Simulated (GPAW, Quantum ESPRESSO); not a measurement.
# MgO (Periclase, Fm-3m): the Mg K absorption edge

Aim: the Mg K edge of MgO (Periclase, Fm-3m) by two routes, a Lanczos recursion (XSpectra) and a sum over empty bands (GPAW), to see which features are robust.

Method: core-hole supercells, plane-wave PAW PBE (first program; GPAW 26.7.0 follows as the second), in Quantum ESPRESSO 7.5.

Report form: the programs' logs are mostly left out.

The database entry behind the starting cell differs from later determinations by our own check (about 0.1 % long), so it need not match the best structure at ambient conditions.

**1. Set-up**

The structure is cubic, space group Fm-3m (No. 225). Conventional cell: a = 4.217 Å, b = 4.217 Å, c = 4.217 Å, α = 90.00°, β = 90.00°, γ = 90.00°. Mg has 6 O at 2.11 Å nearest. Nearest to O lie 6 Mg at 2.11 Å. Farther neighbours and most contacts between anions are not listed.

**2. The field without a hole (Quantum ESPRESSO)**

The ground state comes first: it tells whether the system has a gap, which decides how the excited electron is treated.

Input file scf.in:

```
&control
   calculation='scf', prefix='x', pseudo_dir='../pp', outdir='tmp', tprnfor=.true.
/
&system
   ibrav=0, nat=2, ntyp=2, nbnd=8
   ecutwfc=47, ecutrho=360
   occupations='smearing', smearing='mv', degauss=0.015
/
&electrons
   conv_thr=2.0e-08, electron_maxstep=120
   mixing_beta=0.5
/
ATOMIC_SPECIES
Mg3 1.0 Mg.pbe-nx-kjpaw.UPF
O 1.0 O.pbe-n-kjpaw.UPF
CELL_PARAMETERS angstrom
  0.00000000 2.10850000 2.10850000
  2.10850000 0.00000000 2.10850000
  2.10850000 2.10850000 0.00000000
ATOMIC_POSITIONS crystal
Mg3  0.00000000 0.00000000 0.00000000
O    0.50000000 0.50000000 0.50000000
K_POINTS automatic
11 11 11 0 0 0
```

Input file Mg.pbe-nx-kjpaw.ld1.in:

```
&input
   title='Mg', zed=12., rel=1, iswitch=3, dft='PBE',
   config='[Ne] 3s2 3p0 3d-1'
/
&inputp
   file_pseudopw='Mg.pbe-nx-kjpaw.UPF', author='',
   lpaw=.true.,
   pseudotype=3,
   lloc=-1,
   rcloc=2.0,
   which_augfun='PSQ',
   rmatch_augfun_nc=.true.,
   nlcc=.true.,
   new_core_ps=.true.,
   rcore=1.6,
   tm=.true.,
   lgipaw_reconstruction=.true., use_paw_as_gipaw=.true.
/
6
3S  1  0  2.00  0.00  1.80  2.10  0.0
3S  1  0  0.00  4.00  1.80  2.10  0.0
3P  2  1  0.00  0.00  1.80  2.10  0.0
3P  2  1  0.00  3.00  1.80  2.10  0.0
3D  3  2  0.00  0.10  1.80  2.10  0.0
3D  3  2  0.00  1.00  1.80  2.10  0.0
```

Input file O.pbe-n-kjpaw.ld1.in:

```
&input
   title='O', zed=8., rel=1, iswitch=3, dft='PBE',
   config='[He] 2s2 2p4'
/
&inputp
   file_pseudopw='O.pbe-n-kjpaw.UPF', author='',
   lpaw=.true.,
   pseudotype=3,
   lloc=-1,
   rcloc=1.1,
   which_augfun='PSQ',
   rmatch_augfun_nc=.true.,
   nlcc=.true.,
   new_core_ps=.true.,
   rcore=0.7,
   tm=.true.,
   lgipaw_reconstruction=.true., use_paw_as_gipaw=.true.
/
4
2S  1  0  2.00  0.00  1.00  1.30  0.0
2S  1  0  0.00  1.00  1.00  1.30  0.0
2P  2  1  4.00  0.00  0.90  1.35  0.0
2P  2  1  0.00  0.05  0.90  1.35  0.0
```

On the command line:

```bash
OMP_NUM_THREADS=1 mpirun --oversubscribe --bind-to none -np 4 pw.x -nk 4 -in scf.in > scf.out
```

Elapsed: 4.1 s, on 4 MPI ranks of Intel Xeon Platinum 8375C at 2.90GHz (Ice Lake), shared host; peak memory 0.07 GiB.

Absorbing atoms carry a label of their own (element plus a letter or digit), as the spectrum program needs them as separate species.

The mesh shows a gap of 4.68 eV, so the hole is first treated in a charged cell, without the excited electron.

**3. Spectrum without a core hole, Mg atom 1 (Quantum ESPRESSO)**

Without a hole the spectrum is the empty density of states of the right symmetry on the absorber, weighted by matrix elements. It needs only the small cell and serves as the baseline.

The absorber has 6 O at 2.11 Å (octahedral, site symmetry m-3m).

Input file xspectra.in:

```
&input_xspectra
   calculation='xanes_dipole', edge='K'
   prefix='x', outdir='tmp', xiabs=1, xe0=7.9329
   xonly_plot=.false., x_save_file='xanes.sav'
   xniter=3000, xcheck_conv=20, xerror=0.005
   xcoordcrys=.false., xepsilon(1)=1, xepsilon(2)=0, xepsilon(3)=0
/
&plot
   xnepoint=413, xemin=-10, xemax=45, terminator=.true., cut_occ_states=.true.
   xgamma=0.4
/
&pseudos
   filecore='../Mg.wfc'
/
&cut_occ
   cut_desmooth=0.1, cut_stepl=0.05, cut_stepu=0.05, cut_ierror=1e-5
/
9 9 9 0 0 0
```

On the command line:

```bash
OMP_NUM_THREADS=1 mpirun --oversubscribe --bind-to none -np 4 xspectra.x -nk 4 -in xspectra.in > xspectra.out
```

Run time: 8.1 s. Hardware: 4 MPI ranks; peak memory 0.1 GiB; 32 s of CPU time.

The Mg K spectrum, Mg atom 1, no core hole (energy from the lowest empty level; intensity scaled to a mean of 1 over the first 20 eV; the points at xe0, where the cut of filled states can leave a spike, are interpolated):

| E (eV) | intensity |
| --- | --- |
| -2.0 | 0.02 |
| -1.5 | 0.02 |
| -1.0 | 0.03 |
| -0.5 | 0.03 |
| 0.0 | 0.04 |
| 0.5 | 0.05 |
| 1.0 | 0.06 |
| 1.5 | 0.08 |
| 2.0 | 0.12 |
| 2.5 | 0.17 |
| 3.0 | 0.33 |
| 3.5 | 0.48 |
| 4.0 | 0.52 |
| 4.5 | 0.61 |
| 5.0 | 0.63 |
| 5.5 | 0.62 |
| 6.0 | 0.49 |
| 6.5 | 0.43 |
| 7.0 | 0.56 |
| 7.5 | 0.68 |
| 8.0 | 0.84 |
| 8.5 | 0.91 |
| 9.0 | 0.98 |
| 9.5 | 0.87 |
| 10.0 | 1.01 |
| 10.5 | 1.18 |
| 11.0 | 1.46 |
| 11.5 | 1.97 |
| 12.0 | 3.37 |
| 12.5 | 3.55 |
| 13.0 | 2.79 |
| 13.5 | 2.20 |
| 14.0 | 1.95 |
| 14.5 | 1.59 |
| 15.0 | 1.28 |
| 15.5 | 1.10 |
| 16.0 | 0.89 |
| 16.5 | 0.75 |
| 17.0 | 0.69 |
| 17.5 | 0.87 |
| 18.0 | 0.91 |
| 18.5 | 0.96 |
| 19.0 | 0.88 |
| 19.5 | 0.77 |
| 20.0 | 0.95 |
| 20.5 | 1.52 |
| 21.0 | 1.33 |
| 21.5 | 1.16 |
| 22.0 | 1.22 |
| 22.5 | 1.10 |
| 23.0 | 1.34 |
| 23.5 | 1.39 |
| 24.0 | 1.47 |
| 24.5 | 1.57 |
| 25.0 | 1.22 |
| 25.5 | 0.85 |
| 26.0 | 0.65 |
| 26.5 | 0.61 |
| 27.0 | 0.75 |
| 27.5 | 0.52 |
| 28.0 | 0.60 |
| 28.5 | 0.79 |
| 29.0 | 0.57 |
| 29.5 | 0.66 |
| 30.0 | 0.61 |
| 30.5 | 0.48 |
| 31.0 | 0.39 |
| 31.5 | 0.42 |
| 32.0 | 0.47 |

Main maxima below 24 eV (height): 4.7 eV (0.66), 9.2 eV (0.98), 12.2 eV (3.66), 18.6 eV (0.97), 20.6 eV (1.60) and 21.8 eV (1.28). A K edge sees empty p states on the absorber.

**4. Another broadening**

The final state's lifetime shortens with energy, so measured features broaden above the edge; the saved Lanczos coefficients are redrawn with a width that grows.

Input file xspectra_plot.in:

```
&input_xspectra
   calculation='xanes_dipole', edge='K'
   prefix='x', outdir='tmp', xiabs=1, xe0=7.9329
   xonly_plot=.true., x_save_file='xanes.sav'
   xniter=3000, xcheck_conv=20, xerror=0.005
   xcoordcrys=.false., xepsilon(1)=1, xepsilon(2)=0, xepsilon(3)=0
/
&plot
   xnepoint=413, xemin=-10, xemax=45, terminator=.true., cut_occ_states=.true.
   gamma_mode='variable', gamma_energy(1)=4, gamma_energy(2)=25, gamma_value(1)=0.3, gamma_value(2)=2.5
/
&pseudos
   filecore='../Mg.wfc'
/
&cut_occ
   cut_desmooth=0.1, cut_stepl=0.05, cut_stepu=0.05, cut_ierror=1e-5
/
9 9 9 0 0 0
```

On the command line:

```bash
OMP_NUM_THREADS=1 xspectra.x -in xspectra_plot.in > xspectra_plot.out
```

Run time: 5.8 s. Hardware: 1 MPI rank; peak memory 0.08 GiB.

With a Lorentzian half width 0.3 eV up to 4 eV, rising linearly to 2.5 eV at 25 eV (counted from xe0, 2.3 eV below the zero used here), the maxima are 4.7 eV (0.64), 12.4 eV (2.23) and 21.8 eV (1.14).

**5. Reference energy of the supercell (Quantum ESPRESSO)**

The photon energy needs a difference of total energies, so the cell and mesh of the coming hole run are first run without a hole.

Input file scf.in:

```
&control
   calculation='scf', prefix='x', pseudo_dir='../pp', outdir='tmp', tprnfor=.true.
/
&system
   ibrav=0, nat=16, ntyp=2, nbnd=36
   ecutwfc=47, ecutrho=360
   occupations='fixed'
/
&electrons
   conv_thr=1.6e-07, electron_maxstep=120
   mixing_beta=0.5
/
ATOMIC_SPECIES
Mg 1.0 Mg.pbe-nx-kjpaw.UPF
O 1.0 O.pbe-n-kjpaw.UPF
CELL_PARAMETERS angstrom
  0.00000000 4.21700000 4.21700000
  4.21700000 0.00000000 4.21700000
  4.21700000 4.21700000 0.00000000
ATOMIC_POSITIONS crystal
Mg   0.00000000 0.00000000 0.00000000
Mg   0.00000000 0.00000000 0.50000000
Mg   0.00000000 0.50000000 0.00000000
Mg   0.50000000 0.00000000 0.00000000
Mg   0.00000000 0.50000000 0.50000000
Mg   0.50000000 0.00000000 0.50000000
Mg   0.50000000 0.50000000 0.00000000
Mg   0.50000000 0.50000000 0.50000000
O    0.25000000 0.25000000 0.25000000
O    0.25000000 0.25000000 0.75000000
O    0.25000000 0.75000000 0.25000000
O    0.75000000 0.25000000 0.25000000
O    0.25000000 0.75000000 0.75000000
O    0.75000000 0.25000000 0.75000000
O    0.75000000 0.75000000 0.25000000
O    0.75000000 0.75000000 0.75000000
K_POINTS automatic
4 4 4 0 0 0
```

On the command line:

```bash
OMP_NUM_THREADS=1 mpirun --oversubscribe --bind-to none -np 4 pw.x -nk 4 -in scf.in > scf.out
```

Elapsed: 44 s, on 4 MPI ranks; peak memory 0.23 GiB; 2.9 min of CPU time.

Reference energy: -60021.285 eV with the cores included.

**6. The atom with a core hole (Quantum ESPRESSO)**

The frozen core must hold the hole, so the absorber gets a data set of its own.

Input file Mg.pbe-nx-kjpaw-1sch.ld1.in:

```
&input
   title='Mg', zed=12., rel=1, iswitch=3, dft='PBE',
   config='1s1 2s2 2p6 3s2 3p1 3d-1'
/
&inputp
   file_pseudopw='Mg.pbe-nx-kjpaw-1sch.UPF', author='',
   lpaw=.true.,
   pseudotype=3,
   lloc=-1,
   rcloc=2.0,
   which_augfun='PSQ',
   rmatch_augfun_nc=.true.,
   nlcc=.true.,
   new_core_ps=.true.,
   rcore=1.6,
   tm=.true.,
   zval=3,
   lgipaw_reconstruction=.true., use_paw_as_gipaw=.true.
/
6
3S  1  0  2.00  0.00  1.80  2.10  0.0
3S  1  0  0.00  4.00  1.80  2.10  0.0
3P  2  1  1.00  0.00  1.80  2.10  0.0
3P  2  1  0.00  3.00  1.80  2.10  0.0
3D  3  2  0.00  0.10  1.80  2.10  0.0
3D  3  2  0.00  1.00  1.80  2.10  0.0
```

On the command line:

```bash
ld1.x < Mg.pbe-nx-kjpaw-1sch.ld1.in > Mg.pbe-nx-kjpaw-1sch.ld1.out
```

Run time: 0.85 s. Hardware: 1 MPI rank; peak memory 0.13 GiB.

Removing the core electron and adding it to the valence shell costs the free atom 1316.5 eV.

**7. Supercell with FCH, Mg atom 1 (Quantum ESPRESSO)**

The holes are 6.0 Å apart. The excited electron is left out and a uniform background balances the charge.

Changes to scf.in since step 5:

```diff
@@ -4,5 +4,6 @@
 &system
-   ibrav=0, nat=16, ntyp=2, nbnd=36
+   ibrav=0, nat=16, ntyp=3, nbnd=36
    ecutwfc=47, ecutrho=360
    occupations='fixed'
+   tot_charge=1
 /
@@ -13,2 +14,3 @@
 ATOMIC_SPECIES
+Mg0 1.0 Mg.pbe-nx-kjpaw-1sch.UPF
 Mg 1.0 Mg.pbe-nx-kjpaw.UPF
@@ -20,3 +22,3 @@
 ATOMIC_POSITIONS crystal
-Mg   0.00000000 0.00000000 0.00000000
+Mg0  0.00000000 0.00000000 0.00000000
 Mg   0.00000000 0.00000000 0.50000000
```

On the command line:

```bash
OMP_NUM_THREADS=1 mpirun --oversubscribe --bind-to none -np 4 pw.x -nk 4 -in scf.in > scf.out
```

It took 86 s on 4 MPI ranks; peak memory 0.23 GiB; 5.7 min of CPU time.

Energy with the hole: -58715.499 eV, cores included.

**8. Spectrum with FCH, Mg atom 1 (Quantum ESPRESSO)**

The Lanczos recursion gives the spectrum without computing empty bands; each polarisation needs a run of its own on the full k mesh. xe0 is set between filled and empty states, and states below it are cut. The file of filecore holds the core orbital, taken from the hole-free data set.

Changes to xspectra.in since step 3:

```diff
@@ -2,3 +2,3 @@
    calculation='xanes_dipole', edge='K'
-   prefix='x', outdir='tmp', xiabs=1, xe0=7.9329
+   prefix='x', outdir='tmp', xiabs=1, xe0=7.8578
    xonly_plot=.false., x_save_file='xanes.sav'
@@ -17,2 +17,2 @@
 /
-9 9 9 0 0 0
+5 5 5 0 0 0
```

On the command line:

```bash
OMP_NUM_THREADS=1 mpirun --oversubscribe --bind-to none -np 4 xspectra.x -nk 4 -in xspectra.in > xspectra.out
```

It took 99 s on 4 MPI ranks; peak memory 0.19 GiB.

The Mg K spectrum, Mg atom 1, full core hole (charged cell) (energy from the lowest empty level; intensity scaled to a mean of 1 over the first 20 eV; the points at xe0, where the cut of filled states can leave a spike, are interpolated):

| E (eV) | intensity |
| --- | --- |
| -2.0 | 0.03 |
| -1.4 | 0.04 |
| -0.8 | 0.04 |
| -0.2 | 0.05 |
| 0.4 | 0.07 |
| 1.0 | 0.10 |
| 1.6 | 0.15 |
| 2.2 | 0.24 |
| 2.8 | 0.55 |
| 3.4 | 1.05 |
| 4.0 | 1.33 |
| 4.6 | 1.61 |
| 5.2 | 1.36 |
| 5.8 | 1.32 |
| 6.4 | 0.99 |
| 7.0 | 0.82 |
| 7.6 | 1.11 |
| 8.2 | 1.90 |
| 8.8 | 1.90 |
| 9.4 | 1.68 |
| 10.0 | 2.03 |
| 10.6 | 2.18 |
| 11.2 | 2.36 |
| 11.8 | 2.02 |
| 12.4 | 1.19 |
| 13.0 | 0.76 |
| 13.6 | 0.63 |
| 14.2 | 0.68 |
| 14.8 | 0.53 |
| 15.4 | 0.60 |
| 16.0 | 0.46 |
| 16.6 | 0.48 |
| 17.2 | 0.49 |
| 17.8 | 0.48 |
| 18.4 | 0.58 |
| 19.0 | 0.66 |
| 19.6 | 0.76 |
| 20.2 | 0.81 |
| 20.8 | 0.67 |
| 21.4 | 0.87 |
| 22.0 | 0.79 |
| 22.6 | 0.78 |
| 23.2 | 0.86 |
| 23.8 | 0.92 |
| 24.4 | 0.88 |
| 25.0 | 0.80 |
| 25.6 | 0.56 |
| 26.2 | 0.38 |
| 26.8 | 0.40 |
| 27.4 | 0.42 |
| 28.0 | 0.42 |
| 28.6 | 0.42 |
| 29.2 | 0.38 |
| 29.8 | 0.43 |
| 30.4 | 0.33 |
| 31.0 | 0.32 |
| 31.6 | 0.36 |

Main maxima below 24 eV (height): 4.5 eV (1.66), 5.7 eV (1.35), 8.5 eV (2.19), 11.4 eV (2.42), 20.0 eV (0.90) and 21.5 eV (0.88). 

The hole costs E(hole) − E(ground) = 1305.79 eV, and the lowest empty level of the hole cell lies at 9.91 eV, which puts the zero at 1315.70 eV. One term is added: -12.99 eV, since the hole is spin-paired here and a spin-polarised one costs that much less in the free atom (computed apart). The photon energy is then 1302.71 eV. The tabulated edge of the element is 1303 eV. The functional and the charged cell's background leave an error of a few eV in such absolute values.

**9. Another broadening**

Changes to xspectra_plot.in since step 4:

```diff
@@ -2,3 +2,3 @@
    calculation='xanes_dipole', edge='K'
-   prefix='x', outdir='tmp', xiabs=1, xe0=7.9329
+   prefix='x', outdir='tmp', xiabs=1, xe0=7.8578
    xonly_plot=.true., x_save_file='xanes.sav'
@@ -17,2 +17,2 @@
 /
-9 9 9 0 0 0
+5 5 5 0 0 0
```

On the command line:

```bash
OMP_NUM_THREADS=1 xspectra.x -in xspectra_plot.in > xspectra_plot.out
```

Elapsed: 1.9 s, on 1 MPI rank; peak memory 0.04 GiB.

With a Lorentzian half width 0.3 eV up to 4 eV, rising linearly to 2.5 eV at 25 eV (counted from xe0, 2.1 eV below the zero used here), the maxima are 4.5 eV (1.54), 10.5 eV (1.82) and 22.0 eV (0.75).

**10. Supercell with XCH, Mg atom 1 (Quantum ESPRESSO)**

The holes are 6.0 Å apart. The excited electron is kept in the cell, where it fills the lowest empty states and screens the hole.

Changed against the first core-hole run: core hole to XCH.

Changes to scf.in since step 7:

```diff
@@ -4,6 +4,5 @@
 &system
-   ibrav=0, nat=16, ntyp=3, nbnd=36
+   ibrav=0, nat=16, ntyp=3, nbnd=40
    ecutwfc=47, ecutrho=360
-   occupations='fixed'
-   tot_charge=1
+   occupations='smearing', smearing='gaussian', degauss=0.003
 /
```

On the command line:

```bash
OMP_NUM_THREADS=1 mpirun --oversubscribe --bind-to none -np 4 pw.x -nk 4 -in scf.in > scf.out
```

The job ended after 36 s (4 MPI ranks; peak memory 0.24 GiB; 2.4 min of CPU time).

Energy with the hole: -58704.081 eV, cores included.

**11. Excitation energy, Mg atom 1 (Quantum ESPRESSO)**

With the excited electron kept in the cell the system stays neutral, and the energy difference is an excitation energy by itself. In a small cell that electron takes up a good share of the lowest empty band, or all of one, which shifts the value from the true onset.

The total-energy difference is 1317.20 eV. With the free-atom term of -12.99 eV for this edge, the photon energy is 1304.21 eV.

**12. The field without a hole (GPAW)**

The second program starts from its own ground state, on the same cell and functional.

Input file scf.py:

```python
import numpy as np
from ase import Atoms
from ase.parallel import parprint, paropen
from gpaw import GPAW, PW, FermiDirac, Mixer, MixerDif, setup_paths
from gpaw.test import gen
setup_paths.insert(0, '.')
gen('Mg', name='nch1s', xcname='PBE', corehole=(1, 0, 0), write_xml=True)
from gpaw.mpi import world
world.barrier()

atoms = Atoms('MgO',
    cell=[[0, 2.1085, 2.1085],
     [2.1085, 0, 2.1085],
     [2.1085, 2.1085, 0]],
    scaled_positions=[[0, 0, 0],
     [0.5, 0.5, 0.5]],
    pbc=True)
atoms.calc = calc = GPAW(legacy_gpaw=True, mode=PW(500, force_complex_dtype=True), xc='PBE', setups={0: 'nch1s'},
    kpts={'size': (10, 10, 10), 'gamma': True}, occupations=FermiDirac(0.05),
    charge=0, mixer=Mixer(0.1, 5, 50), maxiter=150,
    convergence={'density': 0.0001, 'eigenstates': 1e-6}, txt='scf.txt')
energy = atoms.get_potential_energy() + calc.get_reference_energy()
ef = calc.get_fermi_level()
out = dict(energy=energy, fermi=ef, forces=atoms.get_forces().tolist())
parprint(f'all-electron energy {energy:.4f} eV, Fermi level {ef:.4f} eV')
ev = np.array([[calc.get_eigenvalues(k, s) for k in range(len(calc.get_ibz_k_points()))] for s in range(calc.get_number_of_spins())])
out['homo'], out['lumo'], out['counts'] = ev[ev < ef].max(), ev[ev > ef].min(), sorted(set((ev < ef).sum((0, 2)).tolist()))
out['filled'] = (ev[:, 0] < ef).sum(1).tolist()
import json
with paropen('out.json', 'w') as f:
    json.dump(out, f)
```

On the command line:

```bash
OMP_NUM_THREADS=1 mpirun -n 4 gpaw python scf.py
```

Elapsed: 4.2 s, on 4 MPI ranks; peak memory 0.16 GiB.

The mesh shows a gap of 4.74 eV, so the hole is first treated in a charged cell, without the excited electron.

[end of part 1 of 2]

[Logs are printed without paths, hosts, clocks, repeated set-up lines and the standing remarks that a program may print on its own settings, such as how far it seeks lower states.]

[Hosts, paths, dates, database ids (printed as entryN), source tags and the programs' standing remarks are cut or masked in the printed files.]

[Lists of maxima count a maximum above −3 eV only where it reaches 4 % of the highest in the window and stands out from its surroundings by 2 % of it (1.5 % where it reaches 55 %); shoulders and weaker maxima are passed over, and of the rest the first, up to two pre-edge ones and the few strongest are named.]
